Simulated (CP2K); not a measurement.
The C K edge of 3-borylpyridine was computed by TDDFT (CP2K XAS_TDP, aug-cc-pVDZ, TDA) at these levels: PBEh(45%), PBEh(45%) + GW2X and PBEh(60%). The first three lines of C2 (bonded to B and 2 C) with a strength over 0.0015, energy in eV and strength:

| run | first | second | third |
| --- | --- | --- | --- |
| 1 | 280.46 (0.022) | 282.70 (0.032) | 285.77 (0.002) |
| 2 | 284.88 (0.037) | 287.24 (0.016) | 287.32 (0.011) |
| 3 | 286.08 (0.022) | 288.32 (0.031) | 291.40 (0.002) |

Question: Which run is which?

Run 1: PBEh(45%) (45 % exact exchange). Run 2: PBEh(60%) (60 % exact exchange). Run 3: PBEh(45%) + GW2X (45 % exact exchange). Self-interaction lifts the core level, so the uncorrected lines rise with the share of exact exchange. The GW2X run keeps the spacings of its parent: 2.24 eV between the first two lines in run 3, 2.24 eV in run 1. Its shift is +5.62 eV, since the Kohn–Sham level at this share of exchange lies that far above the quasiparticle level.

[Hosts, paths, dates, database ids (printed as entryN), source tags and the programs' standing remarks are cut or masked in the printed files.]
